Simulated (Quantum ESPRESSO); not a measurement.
## Magnetic state of NiWO4 from several starts

A self-consistent run ends on one state, which hangs on the start. Several orders of NiWO4 are started in Quantum ESPRESSO and their energies compared.

Program: Quantum ESPRESSO 7.5. Level of theory: LDA; plane waves with GBRV 1.5 LDA potentials, no spin-orbit coupling. Results are calculated unless marked as measured.

### Step 1. The structure

Symmetry: P2/c, No. 13, monoclinic system. The conventional cell has a = 4.599 Å, b = 5.661 Å, c = 4.907 Å, α = 90.00°, β = 90.03°, γ = 90.00°. Ni has 6 O at 1.99 to 2.07 Å nearest. W has 6 O at 1.80 to 2.11 Å nearest. Nearest to O lie 2 W at 1.96 to 2.11 Å and 1 Ni at 1.99 Å. Nearest to O lie 1 W at 1.80 Å and 2 Ni at 2.06 to 2.07 Å. Farther neighbours and most contacts between anions are not listed.

The cell comes from the Crystallography Open Database.

### Step 2. Run 1 (ferro ++)

The signs are those of the starting moments on the seeded atoms, the atoms that are given a moment.

The input, pw.in:

```
&CONTROL
  calculation = 'scf'
  prefix = 'pwscf'
  outdir = './tmp'
  pseudo_dir = './pseudo'
  disk_io = 'nowf'
/
&SYSTEM
  ibrav = 0
  nat = 12
  ntyp = 3
  ecutwfc = 40
  ecutrho = 280
  nbnd = 74
  occupations = 'smearing'
  smearing = 'fd'
  degauss = 0.00367493
  nspin = 2
  starting_magnetization(1) = 0.1111
  starting_magnetization(2) = 0
  starting_magnetization(3) = 0
/
&ELECTRONS
  conv_thr = 2.4d-08
  electron_maxstep = 150
  mixing_beta = 0.3
/
ATOMIC_SPECIES
Ni     58.6934 ni_lda_v1.4.uspp.F.UPF
W     183.8400 w_lda_v1.2.uspp.F.UPF
O      15.9990 o_lda_v1.2.uspp.F.UPF
CELL_PARAMETERS angstrom
   4.5992000000    0.0000000000    0.0000000000
   0.0000000000    5.6606000000    0.0000000000
  -0.0025691944    0.0000000000    4.9067993274
ATOMIC_POSITIONS crystal
Ni      0.5000000000    0.6616000000    0.2500000000
Ni      0.5000000000    0.3384000000    0.7500000000
W       0.0000000000    0.1786000000    0.2500000000
W       0.0000000000    0.8214000000    0.7500000000
O       0.2241000000    0.1105000000    0.9204000000
O       0.7759000000    0.1105000000    0.5796000000
O       0.7759000000    0.8895000000    0.0796000000
O       0.2241000000    0.8895000000    0.4204000000
O       0.2644000000    0.3772000000    0.3953000000
O       0.7356000000    0.3772000000    0.1047000000
O       0.7356000000    0.6228000000    0.6047000000
O       0.2644000000    0.6228000000    0.8953000000
K_POINTS automatic
4 4 4 0 0 0
```

Run with:

```bash
OMP_NUM_THREADS=1 mpirun -n 4 pw.x -nk 4 -in pw.in > pw.out
```

Log:

```text
Program PWSCF v.7.5 starts

     Message from routine setup:
     using ibrav=0 with symmetry is DISCOURAGED, use correct ibrav instead

     K-points division:     npool     =       4
     Subspace diagonalization in iterative solution of the eigenvalue problem:

     G-vector sticks info
     --------------------
     sticks:   dense  smooth     PW     G-vecs:    dense   smooth      PW
     Sum        2075    1185    353                68251    29549    4765

     Using Slab Decomposition

     bravais-lattice index     =            0
     lattice parameter (alat)  =       8.6912  a.u.
     unit-cell volume          =     862.0643 (a.u.)^3
     number of atoms/cell      =           12
     number of atomic types    =            3
     number of electrons       =       112.00
     number of Kohn-Sham states=           74
     kinetic-energy cutoff     =      40.0000  Ry
     charge density cutoff     =     280.0000  Ry
     scf convergence threshold =      2.4E-08
     mixing beta               =       0.3000
     number of iterations used =            8  plain     mixing
     Exchange-correlation= SLA  PZ   NOGX NOGC
                           (   1   1   0   0   0   0   0)

     celldm(1)=   8.691228  celldm(2)=   0.000000  celldm(3)=   0.000000
     celldm(4)=   0.000000  celldm(5)=   0.000000  celldm(6)=   0.000000

     crystal axes: (cart. coord. in units of alat)
               a(1) = (   1.000000   0.000000   0.000000 )
               a(2) = (   0.000000   1.230779   0.000000 )
               a(3) = (  -0.000559   0.000000   1.066881 )

     reciprocal axes: (cart. coord. in units 2 pi/alat)
               b(1) = (  1.000000 -0.000000  0.000524 )
               b(2) = (  0.000000  0.812493 -0.000000 )
               b(3) = (  0.000000  0.000000  0.937312 )

     PseudoPot. # 1 for Ni read from file:
     ni_lda_v1.4.uspp.F.UPF
     Pseudo is Ultrasoft + core correction, Zval = 18.0
     Generated by new atomic code, or converted to UPF format
     Using radial grid of  865 points,  6 beta functions with:
                l(1) =   0
                l(2) =   0
                l(3) =   1
                l(4) =   1
                l(5) =   2
                l(6) =   2
     Q(r) pseudized with 10 coefficients,  rinner =    0.980   0.980   0.980
                                                       0.980   0.980

     PseudoPot. # 2 for W  read from file:
     w_lda_v1.2.uspp.F.UPF
     Pseudo is Ultrasoft + core correction, Zval = 14.0
     Generated by new atomic code, or converted to UPF format
     Using radial grid of  923 points,  8 beta functions with:
                l(1) =   0
                l(2) =   0
                l(3) =   0
                l(4) =   1
                l(5) =   1
                l(6) =   2
                l(7) =   2
                l(8) =   3
     Q(r) pseudized with  6 coefficients,  rinner =    1.350   1.350   1.350
                                                       1.350   1.350   1.350
                                                       1.350

     PseudoPot. # 3 for O  read from file:
     o_lda_v1.2.uspp.F.UPF
     Pseudo is Ultrasoft + core correction, Zval =  6.0
     Generated by new atomic code, or converted to UPF format
     Using radial grid of  737 points,  5 beta functions with:
                l(1) =   0
                l(2) =   0
                l(3) =   1
                l(4) =   1
                l(5) =   2
     Q(r) pseudized with  8 coefficients,  rinner =    0.900   0.900   0.900
                                                       0.900   0.900

     atomic species   valence    mass     pseudopotential
     Ni               18.00    58.69340     Ni( 1.00)
     W                14.00   183.84000     W ( 1.00)
     O                 6.00    15.99900     O ( 1.00)

     Starting magnetic structure
     atomic species   magnetization
     Ni              0.111
     W               0.000
     O               0.000

      4 Sym. Ops., with inversion, found ( 2 have fractional translation)

   Cartesian axes

     site n.     atom                  positions (alat units)
         1        Ni     tau(   1) = (   0.4998603   0.8142836   0.2667203  )
         2        Ni     tau(   2) = (   0.4995810   0.4164957   0.8001608  )
         3        W      tau(   3) = (  -0.0001397   0.2198172   0.2667203  )
         4        W      tau(   4) = (  -0.0004190   1.0109621   0.8001608  )
         5        O      tau(   5) = (   0.2235858   0.1360011   0.9819573  )
         6        O      tau(   6) = (   0.7755762   0.1360011   0.6183643  )
         7        O      tau(   7) = (   0.7758555   1.0947782   0.0849237  )
         8        O      tau(   8) = (   0.2238652   1.0947782   0.4485168  )
         9        O      tau(   9) = (   0.2641792   0.4642499   0.4217381  )
        10        O      tau(  10) = (   0.7355415   0.4642499   0.1117024  )
        11        O      tau(  11) = (   0.7352622   0.7665293   0.6451430  )
        12        O      tau(  12) = (   0.2638999   0.7665293   0.9551786  )

     number of k points=    30  Fermi-Dirac smearing, width (Ry)=  0.0037
                       cart. coord. in units 2pi/alat
        k(    1) = (   0.0000000   0.0000000   0.0000000), wk =   0.0156250
        k(    2) = (   0.0000000   0.0000000   0.2343279), wk =   0.0312500
        k(    3) = (   0.0000000   0.0000000  -0.4686558), wk =   0.0156250
        k(    4) = (   0.0000000   0.2031233   0.0000000), wk =   0.0312500
        k(    5) = (   0.0000000   0.2031233   0.2343279), wk =   0.0625000
        [... 25 further k-points ...]

     Dense  grid:    68251 G-vectors     FFT dimensions: (  48,  60,  50)

     Smooth grid:    29549 G-vectors     FFT dimensions: (  36,  45,  40)

     Check: negative core charge=   -0.000006
     Generating pointlists ...
     new r_m :   0.1788 (alat units)  1.5541 (a.u.) for type    1
     new r_m :   0.1617 (alat units)  1.4053 (a.u.) for type    2
     new r_m :   0.1617 (alat units)  1.4053 (a.u.) for type    3

     Initial potential from superposition of free atoms

     starting charge     107.7994, renormalised to     112.0000

     negative rho (up, down):  6.291E-02 6.291E-02
     Starting wfcs are   84 randomized atomic wfcs

     Self-consistent Calculation

     iteration #  1     ecut=    40.00 Ry     beta= 0.30
     Davidson diagonalization with overlap
     ethr =  1.00E-02,  avg # of iterations =  3.5

     negative rho (up, down):  6.124E-02 6.121E-02

     total energy              =   -1261.25844255 Ry
     estimated scf accuracy    <      11.86295865 Ry

     total magnetization       =     4.00 Bohr mag/cell
     absolute magnetization    =     4.15 Bohr mag/cell

     iteration #  2     ecut=    40.00 Ry     beta= 0.30
     Davidson diagonalization with overlap
     ethr =  1.00E-02,  avg # of iterations =  2.0

     negative rho (up, down):  6.148E-02 6.146E-02

     total energy              =   -1263.04932179 Ry
     estimated scf accuracy    <       1.76458883 Ry

     total magnetization       =     3.29 Bohr mag/cell
     absolute magnetization    =     3.37 Bohr mag/cell

     iteration #  3     ecut=    40.00 Ry     beta= 0.30
     Davidson diagonalization with overlap
     ethr =  1.58E-03,  avg # of iterations =  2.1

     negative rho (up, down):  6.180E-02 6.186E-02

     total energy              =   -1263.20412316 Ry
     estimated scf accuracy    <       1.51797438 Ry

     total magnetization       =     3.99 Bohr mag/cell
     absolute magnetization    =     4.30 Bohr mag/cell

     [... further iterations left out ...]

     iteration # 10     ecut=    40.00 Ry     beta= 0.30
     Davidson diagonalization with overlap
     ethr =  1.12E-07,  avg # of iterations =  1.0

     negative rho (up, down):  6.191E-02 6.174E-02

     total energy              =   -1263.41647699 Ry
     estimated scf accuracy    <       0.00000574 Ry

     total magnetization       =     3.99 Bohr mag/cell
     absolute magnetization    =     4.09 Bohr mag/cell

     iteration # 11     ecut=    40.00 Ry     beta= 0.30
     Davidson diagonalization with overlap
     ethr =  5.13E-09,  avg # of iterations =  3.0

     negative rho (up, down):  6.190E-02 6.172E-02

     total energy              =   -1263.41647822 Ry
     estimated scf accuracy    <       0.00000235 Ry

     total magnetization       =     3.99 Bohr mag/cell
     absolute magnetization    =     4.09 Bohr mag/cell

     iteration # 12     ecut=    40.00 Ry     beta= 0.30
     Davidson diagonalization with overlap
     ethr =  2.10E-09,  avg # of iterations =  1.4

     negative rho (up, down):  6.189E-02 6.171E-02

     total energy              =   -1263.41647865 Ry
     estimated scf accuracy    <       0.00000008 Ry

     total magnetization       =     3.99 Bohr mag/cell
     absolute magnetization    =     4.09 Bohr mag/cell

     iteration # 13     ecut=    40.00 Ry     beta= 0.30
     Davidson diagonalization with overlap
     ethr =  7.17E-11,  avg # of iterations =  3.2

     negative rho (up, down):  6.189E-02 6.171E-02

     Magnetic moment per site  (integrated on atomic sphere of radius R)
     atom   1 (R=0.179)  charge= 15.4003  magn=  1.4854
     atom   2 (R=0.179)  charge= 15.4003  magn=  1.4854
     atom   3 (R=0.162)  charge=  7.7824  magn=  0.0258
     atom   4 (R=0.162)  charge=  7.7824  magn=  0.0258
     atom   5 (R=0.162)  charge=  4.9905  magn=  0.0768
     atom   6 (R=0.162)  charge=  4.9905  magn=  0.0768
     atom   7 (R=0.162)  charge=  4.9905  magn=  0.0768
     atom   8 (R=0.162)  charge=  4.9905  magn=  0.0768
     atom   9 (R=0.162)  charge=  4.9954  magn=  0.1109
     atom  10 (R=0.162)  charge=  4.9954  magn=  0.1109
     atom  11 (R=0.162)  charge=  4.9954  magn=  0.1109
     atom  12 (R=0.162)  charge=  4.9954  magn=  0.1109

     End of self-consistent calculation

     [... lines left out ...]
     the Fermi energy is    10.8150 ev

!    total energy              =   -1263.41647874 Ry
     estimated scf accuracy    <       0.00000001 Ry
     smearing contrib. (-TS)   =      -0.00037035 Ry
     internal energy E=F+TS    =   -1263.41610839 Ry

     The total energy is F=E-TS. E is the sum of the following terms:
     one-electron contribution =    -673.39727830 Ry
     hartree contribution      =     393.38245176 Ry
     xc contribution           =    -209.10695959 Ry
     ewald contribution        =    -774.29432227 Ry

     total magnetization       =     3.99 Bohr mag/cell
     absolute magnetization    =     4.10 Bohr mag/cell

     convergence has been achieved in  13 iterations

=------------------------------------------------------------------------------=
   JOB DONE.
=------------------------------------------------------------------------------=
```

It took 1.7 min on 4 MPI ranks of Arm Neoverse V2, shared host; peak memory 1.1 GiB.

Spin moment in the atom's sphere by atom:

```csv
atom,spin moment in the atom's sphere (μB)
Ni1,1.49
Ni2,1.49
W3,0.03
W4,0.03
O5,0.08
O6,0.08
O7,0.08
O8,0.08
O9,0.11
O10,0.11
O11,0.11
O12,0.11
```

This step gave:

```yaml
smearing_term_ts: 0.005039 eV
magnetization: 3.992 μB
absolute_magnetization: 4.095 μB
final_state: ferromagnetic
```

Spin density in the ab plane at fractional z = 0.250, with atoms of Ni and W within 0.2 Å of it.

Ten even steps from '_' (0.0 e/Å³) to '@' (4.4 e/Å³), each cell a mean:
```
____________________________
____________________________
____________________________
____________________________
____________--++::__________
____________++@@::__________
____________--==::__________
____________________________
____________________________
____________________________
____________________________
____________________________
____________________________
____________________________
____________________________
____________________________
____________________________
```
Columns run along a (4.6 Å), rows up along b (5.7 Å). Atoms in or near the plane, at fractional coordinates: Ni at (0.50, 0.66), W at (0.00, 0.18).

Valence density in the ab plane at fractional z = 0.250, with atoms of Ni and W within 0.2 Å of it. It is the smooth field of the valence electrons, not physical close to the nuclei.

Ten steps, logarithmic in the rise over the least value, from '_' (-1 e/Å³) to '@' (38 e/Å³), each cell a mean:
```
::::----::::::::::::------::
::::------::::::::::------::
::::------::::--::::----::::
::::::::::--====----::::::::
::::::::--++%%%%**--::::::::
::::::::--**@@@@%%==::::::::
::::::::--==##%%**--::::::::
::::::::::--====----::::::::
::::::------::--::----::::::
::::--------::::::--------::
------------::::::----------
====--------::::::--------==
**++==----::::::::::----==**
__++==--::::::::::::::--++++
++++==--::::::::::::::--++++
++==--::::::::::::::::--==++
------::::::::::::::::::----
```
Columns run along a (4.6 Å), rows up along b (5.7 Å). Atoms in or near the plane, at fractional coordinates: Ni at (0.50, 0.66), W at (0.00, 0.18).

(Continued in part 2 of 2.)

[Logs and program files are shortened in this print: banners, set-up blocks, solver, clock and traceback lines can be left out without a mark of their own.]

[Logs are printed without paths, hosts, clocks, repeated set-up lines and the standing remarks that a program may print on its own settings, such as how far it seeks lower states.]

[Hosts, paths, dates, database ids (printed as entryN), source tags and the programs' standing remarks are cut or masked in the printed files.]

[Where a cell is said to come from a database of computed structures, the database is the Materials Project.]
